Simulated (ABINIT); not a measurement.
# A GW chain in ABINIT: BaTiO3 (P4mm)

Aim: the G0W0 gap of BaTiO3 (P4mm) on PBE with spin-orbit coupling, step by step.

Main program and level: ABINIT 10.8.3; PBE and many-body steps on it, plane waves.

Most raw output is cut from this account.

The database entry behind the starting cell differs from later determinations by our own check (c/a about 0.6 % short), so it need not match the best structure at ambient conditions.

## 1. The starting structure

Symmetry: P4mm, No. 99, tetragonal system. Conventional cell: a = 4.000 Å, b = 4.000 Å, c = 4.018 Å, α = 90.00°, β = 90.00°, γ = 90.00°. Nearest to Ba lie 12 O at 2.79 to 2.88 Å. Nearest to Ti lie 6 O at 1.89 to 2.13 Å. O has 2 Ti at 1.89 to 2.13 Å and 4 Ba at 2.83 Å nearest. O has 2 Ti at 2.00 Å and 4 Ba at 2.79 to 2.88 Å nearest. Farther neighbours and most contacts between anions are not listed.

Structure file:

```cif
data_structure
_symmetry_space_group_name_H-M 'P 1'
_symmetry_Int_Tables_number 1
_cell_length_a 3.9998
_cell_length_b 3.9998
_cell_length_c 4.0180
_cell_angle_alpha 90.000
_cell_angle_beta 90.000
_cell_angle_gamma 90.000
_cell_volume 64.28
loop_
_atom_site_label
_atom_site_type_symbol
_atom_site_fract_x
_atom_site_fract_y
_atom_site_fract_z
_atom_site_occupancy
Ba1 Ba 0.00000 0.00000 0.00000 1
Ti2 Ti 0.50000 0.50000 0.49000 1
O3 O 0.50000 0.50000 0.01900 1
O4 O 0.50000 0.00000 0.51700 1
O5 O 0.00000 0.50000 0.51700 1
```

The cell and positions come from the Crystallography Open Database and are kept as given unless a step says otherwise.

## 2. Ground state

This step: ABINIT 10.8.3; DFT, PBE with spin-orbit coupling, plane waves, norm-conserving pseudopotentials.

The ground-state density comes first.

run.abi reads:

```
acell 3*1.0 Angstrom
rprim 
  3.999800000000 0.000000000000 0.000000000000
  0.000000000000 3.999800000000 0.000000000000
  0.000000000000 0.000000000000 4.018000000000
ntypat 3
znucl 56 22 8
natom 5
typat 1 2 3 3 3
xred 
  0.000000000000 0.000000000000 0.000000000000
  0.500000000000 0.500000000000 0.490000000000
  0.500000000000 0.500000000000 0.019000000000
  0.500000000000 0.000000000000 0.517000000000
  0.000000000000 0.500000000000 0.517000000000
pp_dirpath "pseudos"
pseudos "Ba.upf, Ti.upf, O.upf"
ecut 38
nspinor 2
ngkpt 4 4 4
nshiftk 1
shiftk 0 0 0
kptopt 1
chksymbreak 0
nband 52
occopt 1
tolvrs 1e-10
nstep 60
prtwf 0
optforces 0
optstress 0
indata_prefix "in"
outdata_prefix "out"
tmpdata_prefix "tmp"
```

Command:

```console
$ OMP_NUM_THREADS=1 mpirun -n 4 abinit run.abi > log
```

Elapsed: 4.3 min, on 4 MPI ranks of Arm Neoverse V1, shared host; peak memory 0.49 GiB; 17 min of CPU time.

Numbers from this step:

| Property | Result |
| --- | --- |
| total energy | -3738.6220 eV |
| gap | 1.816 eV |
| k of the valence top | 0.5, 0.5, 0.5 |
| k of the conduction bottom | 0, 0, 0 |
| least direct gap | 2.050 eV |

The gap is indirect, with the least direct gap 0.23 eV higher.

## 3. Bands along the symmetry lines

Levels along a band path, at the cheap level, show where the edges lie and whether the meshes to come will hold them.

run.abi reads:

```
acell 3*1.0 Angstrom
rprim 
  3.999800000000 0.000000000000 0.000000000000
  0.000000000000 3.999800000000 0.000000000000
  0.000000000000 0.000000000000 4.018000000000
ntypat 3
znucl 56 22 8
natom 5
typat 1 2 3 3 3
xred 
  0.000000000000 0.000000000000 0.000000000000
  0.500000000000 0.500000000000 0.490000000000
  0.500000000000 0.500000000000 0.019000000000
  0.500000000000 0.000000000000 0.517000000000
  0.000000000000 0.500000000000 0.517000000000
pp_dirpath "pseudos"
pseudos "Ba.upf, Ti.upf, O.upf"
ecut 38
nspinor 2
iscf -2
irdden 1
kptopt 0
nkpt 39
kpt 
  0.00000000 0.00000000 0.00000000
  0.00000000 0.12500000 0.00000000
  0.00000000 0.25000000 0.00000000
  0.00000000 0.37500000 0.00000000
  0.00000000 0.50000000 0.00000000
  0.12500000 0.50000000 0.00000000
  0.25000000 0.50000000 0.00000000
  0.37500000 0.50000000 0.00000000
  0.50000000 0.50000000 0.00000000
  0.37500000 0.37500000 0.00000000
  0.25000000 0.25000000 0.00000000
  0.12500000 0.12500000 0.00000000
  0.00000000 0.00000000 0.00000000
  0.00000000 0.00000000 0.12500000
  0.00000000 0.00000000 0.25000000
  0.00000000 0.00000000 0.37500000
  0.00000000 0.00000000 0.50000000
  0.00000000 0.12500000 0.50000000
  0.00000000 0.25000000 0.50000000
  0.00000000 0.37500000 0.50000000
  0.00000000 0.50000000 0.50000000
  0.12500000 0.50000000 0.50000000
  0.25000000 0.50000000 0.50000000
  0.37500000 0.50000000 0.50000000
  0.50000000 0.50000000 0.50000000
  0.37500000 0.37500000 0.50000000
  0.25000000 0.25000000 0.50000000
  0.12500000 0.12500000 0.50000000
  0.00000000 0.00000000 0.50000000
  0.00000000 0.50000000 0.00000000
  0.00000000 0.50000000 0.12500000
  0.00000000 0.50000000 0.25000000
  0.00000000 0.50000000 0.37500000
  0.00000000 0.50000000 0.50000000
  0.50000000 0.50000000 0.00000000
  0.50000000 0.50000000 0.12500000
  0.50000000 0.50000000 0.25000000
  0.50000000 0.50000000 0.37500000
  0.50000000 0.50000000 0.50000000
istwfk *1
nband 56
nbdbuf 6
tolwfr 1e-08
nstep 40
prtwf 0
prtvol 0
indata_prefix "in"
outdata_prefix "out"
tmpdata_prefix "tmp"
```

Run time: 4.9 min. Hardware: 4 MPI ranks; peak memory 0.62 GiB; 19 min of CPU time.

This step gave:

| Item | Value |
| --- | --- |
| gap | 1.816 eV |
| k of the valence top | 0.5, 0.5, 0.5 |
| k of the conduction bottom | 0, 0, 0 |
| least direct gap | 2.050 eV |

The gap is 1.816 eV, as in the run before at this level.

Electronic bands along the path, in eV, zero at the top of the highest filled band:

```tsv
point	band 37	band 38	band 39	band 40	band 41	band 42	band 43	band 44
Γ	-0.24	-0.24	-0.23	-0.23	1.82	1.82	2.02	2.02
halfway	-0.67	-0.66	-0.56	-0.55	2.09	2.09	2.75	2.76
X	-0.94	-0.94	-0.83	-0.83	2.16	2.16	3.52	3.52
halfway	-1.07	-1.05	-0.49	-0.49	2.82	2.84	3.56	3.57
M	-0.88	-0.88	-0.07	-0.07	3.57	3.57	3.59	3.59
halfway	-0.91	-0.90	-0.48	-0.48	2.70	2.72	2.89	2.90
Γ	-0.24	-0.24	-0.23	-0.23	1.82	1.82	2.02	2.02
halfway	-0.53	-0.53	-0.47	-0.47	1.89	1.89	2.86	2.86
Z	-0.72	-0.72	-0.68	-0.68	1.97	1.97	3.58	3.58
halfway	-1.10	-1.07	-0.57	-0.57	2.83	2.83	3.59	3.59
R	-0.81	-0.81	-0.15	-0.15	3.55	3.55	3.60	3.60
halfway	-0.52	-0.51	-0.12	-0.12	3.84	3.85	3.86	3.86
A	-0.08	-0.08	0.00	0.00	4.20	4.20	4.20	4.20
halfway	-0.65	-0.65	-0.57	-0.57	3.32	3.32	3.75	3.75
Z	-0.72	-0.72	-0.68	-0.68	1.97	1.97	3.58	3.58
jump to X	-0.94	-0.94	-0.83	-0.83	2.16	2.16	3.52	3.52
halfway	-1.15	-1.15	-0.56	-0.56	2.92	2.92	3.54	3.54
R	-0.81	-0.81	-0.15	-0.15	3.55	3.55	3.60	3.60
jump to M	-0.88	-0.88	-0.07	-0.07	3.57	3.57	3.59	3.59
halfway	-0.59	-0.59	-0.04	-0.04	3.86	3.86	3.87	3.87
A	-0.08	-0.08	0.00	0.00	4.20	4.20	4.20	4.20
```

## 4. Empty states on the mesh, 4×4×4 mesh, 202 bands

The sums over transitions need many empty states on a uniform mesh; this step solves for them.

run.abi reads:

```
acell 3*1.0 Angstrom
rprim 
  3.999800000000 0.000000000000 0.000000000000
  0.000000000000 3.999800000000 0.000000000000
  0.000000000000 0.000000000000 4.018000000000
ntypat 3
znucl 56 22 8
natom 5
typat 1 2 3 3 3
xred 
  0.000000000000 0.000000000000 0.000000000000
  0.500000000000 0.500000000000 0.490000000000
  0.500000000000 0.500000000000 0.019000000000
  0.500000000000 0.000000000000 0.517000000000
  0.000000000000 0.500000000000 0.517000000000
pp_dirpath "pseudos"
pseudos "Ba.upf, Ti.upf, O.upf"
ecut 38
nspinor 2
ngkpt 4 4 4
nshiftk 1
shiftk 0 0 0
kptopt 1
chksymbreak 0
iscf -2
irdden 1
istwfk *1
nband 202
nbdbuf 18
tolwfr 1e-09
nstep 60
prtvol 0
indata_prefix "in"
outdata_prefix "out"
tmpdata_prefix "tmp"
```

Run time: 9.1 min. Hardware: 4 MPI ranks; peak memory 0.92 GiB.

Numbers from this step:

```
gap                                                           : 1.816 eV
k of the valence top                                          : 0.5, 0.5, 0.5
k of the conduction bottom                                    : 0, 0, 0
least direct gap                                              : 2.050 eV
k points computed                                             : 18
lowest point of the top converged band, above the valence top : 49.65 eV
```

On this mesh the gap is 1.816 eV.

## 5. Screening, 4×4×4 mesh, 184 bands, screening to 119.7 eV

The RPA dielectric matrix is built and inverted for each q.

This step: RPA screening on PBE with spin-orbit coupling, plane waves, norm-conserving pseudopotentials.

run.abi, as its differences from that of step 4:

```diff
@@ -24,10 +24,11 @@
 chksymbreak 0
-iscf -2
-irdden 1
 istwfk *1
-nband 202
-nbdbuf 18
-tolwfr 1e-09
-nstep 60
-prtvol 0
+occopt 1
+irdwfk 1
+optdriver 3
+nband 184
+ecuteps 4.4
+inclvkb 0
+awtr 1
+symchi 1
 indata_prefix "in"
```

Wall time 15 min (4 MPI ranks); peak memory 4.7 GiB.

Numbers from this step:

- ε∞ with local fields, on this mesh, along the program's q direction: 7.230
- the same without local fields: 7.853
- plasma frequency: 29.29 eV
- plane waves in the screening matrix: 179

Local fields lower ε∞ by 8 %. On a Γ-centred mesh this coarse the value itself is usually too large, while a short band sum pulls it down.

## 6. Self-energy, 4×4×4 mesh, 184 bands, screening to 119.7 eV

The self-energy is evaluated for the states that the input lists, and the levels follow from it, in one-shot runs by the linearised quasiparticle equation.

This step: G0W0 on PBE with spin-orbit coupling, plane waves, norm-conserving pseudopotentials.

run.abi, as its differences from that of step 5:

```diff
@@ -27,8 +27,17 @@
 irdwfk 1
-optdriver 3
+optdriver 4
 nband 184
+gwcalctyp 0
+ecutsigx 38
+symsigma 0
+nkptgw 2
+kptgw 
+  0.5000000000 0.5000000000 0.5000000000
+  0.0000000000 0.0000000000 0.0000000000
+bdgw 
+  37 44
+  37 44
 ecuteps 4.4
-inclvkb 0
-awtr 1
-symchi 1
+irdscr 1
+ppmodel 1
 indata_prefix "in"
```

Run time: 3.6 min. Hardware: 4 MPI ranks; peak memory 3.2 GiB.

Numbers from this step:

- G0W0 gap on the points computed: 3.261 eV
- starting gap on the mesh: 1.816 eV
- k of the valence top: 0.5, 0.5, 0.5
- k of the conduction bottom: 0, 0, 0
- Z at the valence top: 0.765
- Z at the conduction bottom: 0.78
- least direct G0W0 gap on the computed points: 3.499 eV

The gap on the mesh goes from 1.82 eV to 3.26 eV, a correction of +1.44 eV.

Limits: finite bands, cutoff and mesh; screening head approximate; coarse k mesh. v1 is the top filled band, c1 the lowest empty one. The levels before and after the correction (eV, zero at the valence-band top of each column):

```tsv
	conduction bottom	valence top
Kohn-Sham	1.82	0.00
G0W0	3.26	0.00
```

```tsv
	level	energy (eV)
Kohn-Sham	(0.5 0.5 0.5) v3	-0.078
Kohn-Sham	(0.5 0.5 0.5) v2-v1	0.000
Kohn-Sham	(0.5 0.5 0.5) c1-c2	4.200
Kohn-Sham	(0.5 0.5 0.5) c3	4.200
Kohn-Sham	Γ v3	-0.242
Kohn-Sham	Γ v2-v1	-0.234
Kohn-Sham	Γ c1-c2	1.816
Kohn-Sham	Γ c3	2.019
G0W0	(0.5 0.5 0.5) v3	-0.093
G0W0	(0.5 0.5 0.5) v2-v1	0.000
G0W0	(0.5 0.5 0.5) c1-c2	5.972
G0W0	(0.5 0.5 0.5) c3	5.985
G0W0	Γ v3	-0.250
G0W0	Γ v2-v1	-0.238
G0W0	Γ c1-c2	3.261
G0W0	Γ c3	3.473
```

## 7. Where the time went

Times are wall times on 4 MPI ranks of Arm Neoverse V1, shared host, good to a factor of about two.

```tsv
step	time	share	memory (GiB)
ground state	4.3 min	12 %	0.49
bands along the symmetry lines	4.9 min	13 %	0.62
empty states on the mesh	9.1 min	25 %	0.92
screening	15 min	41 %	4.7
self-energy	3.6 min	10 %	3.2
```

## 8. Outcome

```
PBE gap              : 1.82 eV, indirect
G0W0 gap on the mesh : 3.26 eV
GW settings          : 4×4×4 mesh, 184 bands, screening to 119.7 eV, Godby-Needs plasmon pole
known limits         : not at the basis limit; screening head approximate; coarse k mesh
```

**Reading.** G0W0 moves the gap on the mesh from 1.82 eV to 3.26 eV (+1.44 eV), with Z of 0.77 and 0.78 at the edges. Local fields lower the RPA ε∞ on this mesh from 7.85 to 7.23; a Γ-centred mesh this coarse tends to raise both, most where the direct gap is narrow, while a short band sum lowers them. Only 2 of the mesh's irreducible points were corrected, so a valley elsewhere could overtake. The dearest step here is «screening». Bands and cutoff are finite, so the gap is not at the basis limit. The miss can reach some tenths of an eV and take either sign; the mesh is an error of its own. In the G0W0 run levels were corrected at 2 k points alone, so a gap called «on the mesh» is the least over those, and an edge elsewhere would be missed. The 4×4×4 mesh is coarse for this cell, which bears on the long-range parts of exchange and screening. The long-wavelength limit of the screening leaves out the non-local commutator, which shifts ε∞.

[Paths, hosts, dates, memory and timing lines, banners, echoed tables and standing remarks are left out of the program output.]

[Logs are printed without paths, hosts, clocks, repeated set-up lines and the standing remarks that a program may print on its own settings, such as how far it seeks lower states.]

[Runs of the session that timed out or met a known fault of the program may be left out.]

[Hosts, paths, dates, database ids (printed as entryN), source tags and the programs' standing remarks are cut or masked in the printed files.]

[G0W0 gaps are taken among the corrected bands and points alone; a level outside them can change the order at an edge.]

[Where Ansatz stands beside ABINIT at settings called matched, ABINIT's density can come from a denser mesh and the files from another edition; pairs whose starting gaps differed by over 0.03 eV were left out, so agreement reads better than it is.]
